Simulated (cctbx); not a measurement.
# What resolution and counting buy: YH12BrCl2O6

Space group P2/c (no. 13), a = 7.8730 Å, b = 6.5280 Å, c = 12.0340 Å, α = 90.00°, β = 126.98°, γ = 90.00°.

| atom | mult. | x | y | z | Ueq (Å²) |
| --- | --- | --- | --- | --- | --- |
| Y1 | 2 | 0 | 0.1568 | 1/4 | 0.0164 |
| Br1 | 2 | 1/2 | 0.6345 | 1/4 | 0.0174 |
| Cl1 | 4 | 0.8008 | 0.8269 | 0.0588 | 0.0270 |
| O1 | 4 | 0.3353 | 0.3075 | 0.4347 | 0.0303 |
| O2 | 4 | 0.0436 | 0.4175 | 0.1463 | 0.0256 |
| O3 | 4 | 0.2592 | 0.0538 | 0.2207 | 0.0323 |
| H1 | 4 | 0.3663 | 0.6669 | 0.0290 | 0.0659 |
| H2 | 4 | 0.4743 | 0.2519 | 0.4619 | 0.0655 |
| H3 | 4 | 0.9713 | 0.5508 | 0.1193 | 0.0533 |
| H4 | 4 | 0.2041 | 0.4837 | 0.1914 | 0.0677 |
| H5 | 4 | 0.3289 | 0.9123 | 0.2399 | 0.0545 |
| H6 | 4 | 0.2436 | 0.1034 | 0.1367 | 0.0676 |

The model was made for the exercise: a known structure type with other elements put in, its volume estimated, not relaxed; displacement parameters are assumed.

Five simulated data sets (cctbx; Ag Kα, λ = 0.56087 Å; 1.5 % proportional error) differ in resolution or exposure (noise floor 2 counts in the first three, 8 in the last two). Each is refined with the right model, isotropic at 1.1 Å and anisotropic otherwise. How do the figures of merit and the uncertainties move?

| d min (Å) | top counts | ⟨I/σ⟩ (unmerged, absences included) | unique | param. (scale apart) | Rint | R1 | GooF | largest s.u. xyz (fractional) | s.u. U of H1 (Å²) | largest error (Å) |
| --- | --- | --- | --- | --- | --- | --- | --- | --- | --- | --- |
| 1.1 | 40000 | 28.7 | 384 | 44 | 0.014 | 0.0069 | 0.89 | 0.00368 | 0.0063 | 0.0829 |
| 0.84 | 40000 | 25.3 | 867 | 70 | 0.015 | 0.0088 | 1.00 | 0.00315 | 0.0052 | 0.0329 |
| 0.6 | 40000 | 18.4 | 2360 | 70 | 0.018 | 0.0123 | 0.99 | 0.00254 | 0.0039 | 0.0584 |
| 0.75 | 300 | 1.2 | 1220 | 70 | 0.344 | 0.0933 | 0.92 | 0.05160 | 0.0563 | 0.8066 |
| 0.75 | 3000 | 6.3 | 1220 | 70 | 0.062 | 0.0307 | 0.93 | 0.01177 | 0.0198 | 0.1653 |

The number of reflections grows roughly as 1/d³: 384, 867 and 2360 here. R1 follows the noise rather than the truth: at 300 counts it is 0.0933, at 3000 counts 0.0307, while GooF is 0.92 and 0.93: the weights 1/σ² carry the noise. The s.u. of U (U11 where anisotropic) for H1 goes 0.0063, 0.0052, 0.0039 Å² with resolution and 0.0563, 0.0198 Å² with exposure.

Hardware for the 0.6 Å refinement: 0.72 s on 1 thread of Arm Neoverse V2, with other jobs on the host, peak memory 0.09 GiB.
